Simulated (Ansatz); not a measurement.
**NiTe2 monolayer (2H): relaxing the cell for a phonon run**

Wanted: the relaxed cell of NiTe2 monolayer (2H).

Calculated with Ansatz 0.2.0; DFT PBEsol, scalar-relativistic, plane waves, PAW; PAW set soft_1.

**1. Set-up**

The cell holds 3 atoms: 1 Ni and 2 Te. Cell: a = 3.680 Å, b = 3.680 Å, c = 20.000 Å, α = 90.0°, β = 90.0°, γ = 120.0°. It derives from NiTe2. Vacuum lies along c.

**2. Probe on a coarse mesh**

A quick single point on a coarse mesh tells whether the cell has a gap and how far it is from rest, which sets the k mesh and smearing that follow.

The program solves this slab on a cell height of its own, 31.0 Å, in place of the one typed.

input.yaml

```yaml
crystal:
  lattice:
    - [3.68, 0.0, 0.0]
    - [-1.84, 3.18697, 0.0]
    - [0.0, 0.0, 20.0]
  atoms:
    - { symbol: Ni, position: [0.333333, 0.666667, 0.5] }
    - { symbol: Te, position: [0.666667, 0.333333, 0.59] }
    - { symbol: Te, position: [0.666667, 0.333333, 0.41] }
  periodic: [true, true, false]
kpoints:
  mp_grid: { grid: [6, 6, 1] }
hamiltonian:
  xc: pbesol
  pseudopotentials: { kind: paw, azcp: { folder: soft_1 }, xc_functional: pbe }
scf:
  occupations: { method: gaussian, width: 0.1 }
output:
  forces: true
  stress: true
  eigenvalues: true
```

The run is started by

```
$ ansatz run input.yaml --threads 4 --pin off --max-ram 16384MiB --backend cpu --events-out ev --progress --plain --runs-dir out
```

Numbers of over 12 decimals in the logs are rounded to 6 here.

The program printed:

```text
[...]
k-point 1: bands = [... 21 lower, -6.1855, -6.0000, -4.6604, -4.4394, -3.7500, -3.1726, -0.6265 (-0.6268°), 0.0541, ... 1 higher]
  k-point 2: bands = [... 21 lower, -6.2180, -6.0683, -5.4475, -4.6787, -4.5351, -3.5453, -1.2190, 0.1829, ... 1 higher]
  k-point 6: bands = [... 21 lower, -6.6424, -5.8890, -5.8444, -5.2053, -5.0847, -3.7454, -1.4380, -0.9648, ... 1 higher]
  ° read free of the cell's end (the report's vacuum.weakly_bound_levels)
[key lines of the parts left out:]
SCF converged after 11 iterations
Free energy (F): -19607.387663 eV
Fermi energy:    -4.676901 eV
P = ½ c Tr σ = -6.9514 N/m
```

Run time: 2.7 s. Hardware: 4 threads of Arm Neoverse V1, shared host; peak memory 0.6 GiB; 9.6 s of CPU time.

This run has no spin polarisation, although Ni can carry a moment.

This step gave:

| Property | Result |
| --- | --- |
| gap on the k-mesh | 0 eV |
| area per atom | 3.909 Å² |

The coarse mesh shows no gap.

**3. Coarse relaxation**

The start is far from rest, so a relaxation with loose tolerances brings it close first.

The program solves this slab on a cell height of its own, 31.0 Å, in place of the one typed.

input.yaml, as its differences from that of step 2:

```diff
@@ -21 +21,6 @@
   eigenvalues: true
+relax:
+  adjacent_minimum: "off"
+  f_tol: 0.05
+  max_steps: 80
+  cell: { stress_2d_tol: 0.02 }
```

The program printed:

```text
[...]
Crystal: 3 atoms, lattice volume = 363.570 Å³
Basis set: ecut = 420 eV, 7087 PW (Γ), exchange–correlation on 50×50×432 points (8 copies of the dense FFT grid, shifted against one another)
Bands: 30, of which v1, the nominal top of the filled ones, is band 25 counted from 1 (24 counted from 0)
Symmetry: 12 space group operations
[...]
F+E_penalty+E_count = -19608.29440270 eV   max|allowed force component| = 2.109e-3 eV/Å   (the final SCF, on the basis selected at the relaxed cell)
  cell:  # Å, volume = 351.1481 Å³
    - [3.616588, 0, 0]
    - [-1.808294, 3.132057, 0]
    - [0, 0, 31.0]
  atoms:
    - { symbol: Ni, position: [0.333333, 0.666667, 0.322581] }
    - { symbol: Te, position: [0.666667, 0.333333, 0.370234] }
    - { symbol: Te, position: [0.666667, 0.333333, 0.274927] }
[key lines of the parts left out:]
SCF converged after 11 iterations
Free energy (F): -19608.294403 eV
Fermi energy:    -4.076848 eV
P = ½ c Tr σ = -0.0043 N/m
```

Elapsed: 20 s, on 4 threads; peak memory 0.67 GiB.

The steps of the relaxation:

| step | energy less that of the first step (eV) | largest force component (eV/Å) | volume (Å³) |
| --- | --- | --- | --- |
| 1 | 0.0000 | 1.8666 | 363.57 |
| 2 | -0.7170 | 1.2264 | 355.97 |
| 3 | -0.8557 | 0.8540 | 354.67 |
| 4 | -0.9023 | 0.2402 | 351.44 |
| 5 | -0.9073 | 0.0373 | 351.34 |
| 6 | -0.9075 | 0.0019 | 351.15 |
| 7* | -0.9067 | 0.0021 | 351.15 |

Relaxation steps marked * repeat the geometry before them on a plane-wave basis chosen anew for their cell, so energy and pressure can jump there.

The run keeps the 12 symmetry operations that it works with, so distortions that break them were not tested.

| cell as run | before | after | change |
| --- | --- | --- | --- |
| a (Å) | 3.680 | 3.617 | -1.7 % |
| b (Å) | 3.680 | 3.617 | -1.7 % |

The atoms that moved most (Å, along periodic axes as changes of fractional coordinates times the final cell, across vacuum about the mean position):

| atom | dx | dy | dz | length |
| --- | --- | --- | --- | --- |
| Te3 | 0.000 | 0.000 | 0.323 | 0.323 |
| Te2 | 0.000 | 0.000 | -0.323 | 0.323 |

Final coordinates:

```
Ni Te
1.0
     3.61659    0.00000    0.00000
    -1.80829    3.13206    0.00000
     0.00000    0.00000   31.00000
Ni Te
1 2
Direct
  0.33333 0.66667 0.32258
  0.66667 0.33333 0.37023
  0.66667 0.33333 0.27493
```

This step gave:

```yaml
area_per_atom: 3.776 Å²
```

The relaxation ends with a largest force component of 0.0021 eV/Å.

**4. Bringing the structure to rest**

The cell and atoms are relaxed, since residual forces and stress would shift the frequencies.

input.yaml

```yaml
crystal:
  lattice:
    - [3.6165878249, 0.0, 0.0]
    - [-1.8082939124, 3.1320569314, 0.0]
    - [0.0, 0.0, 31.0]
  atoms:
    - { symbol: Ni, position: [0.3333333333, 0.6666666667, 0.3225806452] }
    - { symbol: Te, position: [0.6666666667, 0.3333333333, 0.3702340939] }
    - { symbol: Te, position: [0.6666666667, 0.3333333333, 0.2749271964] }
  periodic: [true, true, false]
kpoints:
  mp_grid: { grid: [15, 15, 1] }
hamiltonian:
  xc: pbesol
  pseudopotentials: { kind: paw, azcp: { folder: soft_1 }, xc_functional: pbe }
scf:
  occupations: { method: gaussian, width: 0.1 }
output:
  forces: true
  stress: true
  eigenvalues: true
  write_density: true
  write_potential: true
  elf: true
  volumetric_format: npy
relax:
  adjacent_minimum: "off"
  f_tol: 0.005
  max_steps: 80
  cell: { stress_2d_tol: 0.02 }
```

The program printed:

```text
[...]
Crystal: 3 atoms, lattice volume = 351.148 Å³
Basis set: ecut = 420 eV, 6763 PW (Γ), exchange–correlation on 50×50×432 points (8 copies of the dense FFT grid, shifted against one another)
Bands: 30, of which v1, the nominal top of the filled ones, is band 25 counted from 1 (24 counted from 0)
Symmetry: 12 space group operations
[...]
k-points: 27 of 225 (time reversal used)
[...]
SCF iter   1: F=—  HF=-19610.764329 eV  |F-HF|=—  |Δ(HF+E_count)|=         —  Δρ=6.43e-2  dr2=1.80e1  ethr=3.10e-3  ⟨swp⟩=17.1  Hψ=6052  notcnv=0
[...]
SCF iter  13: F=-19608.326660 eV  HF=-19608.326660 eV  |F-HF|=3.35e-10  |Δ(HF+E_count)|=   4.41e-9  Δρ=6.42e-7  dr2=9.70e-10  ethr=1.98e-11  ⟨swp⟩=11.0  Hψ=6037  notcnv=0
SCF 1 converged in 13 iterations: F = -19608.326660 eV  dr2 = 9.70e-10
[...]
relax step   1: F+E_penalty+E_count = -19608.32665985 eV  Δ(F+E_penalty+E_count) = +0.000e0 eV  max|allowed force component| = 3.339e-2 eV/Å  Δτ_max = 0.0000 Å  P = -0.144 N/m  Ω = 351.148 Å³  fix = [c, alpha, beta]  reactions: c -0.000 N/m  (13 SCF iters, dr2 threshold 1.00e-7 eV, accepted)
Crystal: 3 atoms, lattice volume = 350.742 Å³
Basis set: ecut = 420 eV, 6727 PW (Γ), exchange–correlation on 50×50×432 points (8 copies of the dense FFT grid, shifted against one another)
[...]
SCF iter   7: F=-19608.326773 eV  HF=-19608.326773 eV  |F-HF|=8.18e-9  |Δ(HF+E_count)|=   3.91e-8  Δρ=5.73e-7  dr2=9.44e-10  ethr=1.32e-11  ⟨swp⟩=11.0  Hψ=6246  notcnv=0
SCF 2 converged in 7 iterations: F = -19608.326773 eV  dr2 = 9.44e-10
relax step   2: F+E_penalty+E_count = -19608.32677269 eV  Δ(F+E_penalty+E_count) = -1.128e-4 eV  max|allowed force component| = 2.392e-2 eV/Å  Δτ_max = 0.0041 Å  P = +0.024 N/m  Ω = 350.742 Å³  energy of the carried Pulay correction = +2.423e-5 eV  fix = [c, alpha, beta]  reactions: c +0.000 N/m  (7 SCF iters, dr2 threshold 6.97e-8 eV, accepted)
Crystal: 3 atoms, lattice volume = 350.610 Å³
[...]
SCF iter   5: F=-19608.326836 eV  HF=-19608.326836 eV  |F-HF|=7.76e-9  |Δ(HF+E_count)|=   1.40e-7  Δρ=5.61e-7  dr2=4.17e-9  ethr=7.15e-11  ⟨swp⟩=17.0  Hψ=7335  notcnv=0
SCF 3 converged in 5 iterations: F = -19608.326836 eV  dr2 = 4.17e-9
relax step   3: F+E_penalty+E_count = -19608.32683648 eV  Δ(F+E_penalty+E_count) = -6.380e-5 eV  max|allowed force component| = 1.431e-3 eV/Å  Δτ_max = 0.0023 Å  P = -0.016 N/m  Ω = 350.610 Å³  energy of the carried Pulay correction = +3.206e-5 eV  fix = [c, alpha, beta]  reactions: c -0.000 N/m  (5 SCF iters, dr2 threshold 3.58e-8 eV, accepted)
[...]
SCF iter  10: F=-19608.326800 eV  HF=-19608.326800 eV  |F-HF|=9.09e-11  |Δ(HF+E_count)|=  1.49e-10  Δρ=4.54e-9  dr2=7.53e-14  ethr=1.00e-12  ⟨swp⟩=14.3  Hψ=6534  notcnv=0
SCF 4 converged in 10 iterations: F = -19608.326800 eV  dr2 = 7.53e-14
relax step   4: F+E_penalty+E_count = -19608.32680036 eV  Δ(F+E_penalty+E_count) = +3.612e-5 eV  max|allowed force component| = 1.435e-3 eV/Å  Δτ_max = 0.0000 Å  P = -0.016 N/m  Ω = 350.610 Å³  fix = [c, alpha, beta]  reactions: c -0.000 N/m  stress off target by 1.55e-2 N/m on what of the cell is left free  SCF on the basis re-selected at this cell (its energy is not comparable with the rows above)  (10 SCF iters)
[...]
SCF converged after 10 iterations
Free energy (F): -19608.326800 eV
[...]
Internal energy: -19608.316865 eV  (E = F + TS)
E sigma→0 (E₀):  -19608.321833 eV
Entropy (-TS):   -0.009936 eV (-3.312 meV/atom)
Fermi energy:    -4.076624 eV
[...]
--- Forces (eV/Å), atoms counted from 1 ---
  atom   1  Ni    -0.00000000     0.00000000    -0.00000000
  atom   2  Te    -0.00000000    -0.00000000     0.00143464
  atom   3  Te    -0.00000000    -0.00000000    -0.00143464
  max |Σ_I F_I| component: 1.95e-16 eV/Å
--- 2D stress c σ (N/m, compression-positive) ---
       -0.015507       0.000000       0.000000
        0.000000      -0.015507       0.000000
        0.000000       0.000000      -0.000000
  P = ½ c Tr σ = -0.0155 N/m
--- Band table (eV; the first three rows and the last of 27) ---
  k-point 0: bands = [... 21 lower, -6.0158, -5.4072, -2.8653, -2.8653, -2.2487, -2.2487, -0.6771 (-0.6784°), -0.2474, ... 1 higher]
  k-point 1: bands = [... 21 lower, -6.0295, -5.3291, -3.2818, -3.0162, -2.6159, -2.2850, -0.5978 (-0.5991°), -0.1748, ... 1 higher]
  k-point 2: bands = [... 21 lower, -6.0762, -5.1536, -4.0707, -3.3972, -3.3963, -2.3802, -0.4030 (-0.4043°), 0.0299, ... 1 higher]
  k-point 26: bands = [... 21 lower, -6.4659, -6.1911, -6.1349, -5.1438, -4.6215, -2.4100, -0.4487, -0.2931, ... 1 higher]
  ° read free of the cell's end (the report's vacuum.weakly_bound_levels)
--- Relaxed structure (3 steps of the walk, 3 accepted, 1 SCFs on fresh bases) ---
[...]
cell:  # Å, volume = 350.6101 Å³
    - [3.613816, -2.884542094182469e-11, 0]
    - [-1.806908, 3.129657, 0]
    - [0, 0, 31.0]
  atoms:
    - { symbol: Ni, position: [0.333333, 0.666667, 0.322581] }
    - { symbol: Te, position: [0.666667, 0.333333, 0.370175] }
    - { symbol: Te, position: [0.666667, 0.333333, 0.274986] }
```

It took 44 s on 4 threads; peak memory 0.78 GiB; 2.9 min of CPU time.

Little changed from the start: no atom moved by 0.005 Å and no cell edge by 0.1 %.

Numbers from this step:

* area per atom: 3.77 Å²

ELF in the ac plane at fractional y = 0.333, with atoms of Te within 0.2 Å of it. It is the smooth field of the valence electrons, not physical close to the nuclei.

Ten even steps from '_' (0.00) to '@' (0.69), each cell a mean:
```
____________________________
____________________________
____________________________
____________________________
____________________________
____________________________
____________________________
____________________________
____________________________
____________________________
____________________________
____________________________
____________________________
..______..--++**##%%####**==
##==::--**%%%%##++++++**%%%%
**==--==++****==--::--==++**
==--::--==++++++++====++++++
##++--==##%%##==::::::--**##
==..__..::**%%@@@@@@@@@@%%##
____________....::::::....__
____________________________
____________________________
____________________________
____________________________
```
Columns run along a (3.6 Å), rows up along c (31.0 Å). Atoms in or near the plane, at fractional coordinates: Te at (0.67, 0.37), Te at (0.67, 0.27).

Valence density in the ac plane at fractional y = 0.333, with atoms of Te within 0.2 Å of it. It is the smooth field of the valence electrons, not physical close to the nuclei.

Ten steps, logarithmic in the rise over the least value, from '_' (0 e/Å³) to '@' (10 e/Å³), each cell a mean:
```
____________________________
____________________________
____________________________
____________________________
____________________________
____________________________
____________________________
____________________________
____________________________
____________________________
____________________________
____________________________
____________________________
____________________________
::........::==++##%%%%**==--
::::::::::--==**%%@@%%##++--
::::::::::::--==++++++==----
::::....::--++##@@@@@@%%++--
____________....::::::::....
____________________________
____________________________
____________________________
____________________________
____________________________
```
Columns run along a (3.6 Å), rows up along c (31.0 Å). Atoms in or near the plane, at fractional coordinates: Te at (0.67, 0.37), Te at (0.67, 0.27).

Electrostatic potential energy in the ac plane at fractional y = 0.333, with atoms of Te within 0.2 Å of it. With pseudopotentials it is smooth inside the atoms' cores, unlike the true potential.

Values in eV, 24 rows by 14 columns, each cell a mean:
```
  0   0   0   0   0   0   0   0   0   0   0   0   0   0
  0   0   0   0   0   0   0   0   0   0   0   0   0   0
  0   0   0   0   0   0   0   0   0   0   0   0   0   0
  0   0   0   0   0   0   0   0   0   0   0   0   0   0
  0   0   0   0   0   0   0   0   0   0   0   0   0   0
  0   0   0   0   0   0   0   0   0   0   0   0   0   0
  0   0   0   0   0   0   0   0   0   0   0   0   0   0
  0   0   0   0   0   0   0   0   0   0   0   0   0   0
  0   0   0   0   0   0   0   0   0   0   0   0   0   0
  0   0   0   0   0   0   0   0   0   0   0   0   0   0
  0   0   0   0   0   0   0   0   0   0   0   0   0   0
  0   0   0   0   0   0   0   0   0   0   0   0   0   0
  0   0   0   0   0   0   0   0   0   0   0   0   0   0
  0   0   0   0   0   0  -1  -1  -1  -1  -1  -1  -1  -1
 -4  -2  -1  -2  -3  -8 -16 -20 -17 -15 -16 -20 -18 -11
 -6  -4  -4  -4  -5 -10 -19 -22 -18 -15 -16 -21 -21 -14
 -5  -5  -5  -5  -5  -6 -10 -15 -17 -17 -18 -16 -12  -7
 -6  -3  -2  -3  -5 -12 -25 -27 -15 -10 -12 -24 -26 -18
 -1  -1  -1  -1  -1  -2  -3  -4  -6  -7  -6  -5  -3  -2
  0   0   0   0   0   0   0   0   0   0   0   0   0   0
  0   0   0   0   0   0   0   0   0   0   0   0   0   0
  0   0   0   0   0   0   0   0   0   0   0   0   0   0
  0   0   0   0   0   0   0   0   0   0   0   0   0   0
  0   0   0   0   0   0   0   0   0   0   0   0   0   0
```
Columns run along a (3.6 Å; values clipped at the 3rd and 97th percentile), rows up along c (31.0 Å). Atoms in or near the plane, at fractional coordinates: Te at (0.67, 0.37), Te at (0.67, 0.27).

(Part 1 of 2 ends here.)

[Logs are printed without paths, hosts, clocks, repeated set-up lines and the standing remarks that a program may print on its own settings, such as how far it seeks lower states.]

[Hosts, paths, dates, database ids (printed as entryN), source tags and the programs' standing remarks are cut or masked in the printed files.]
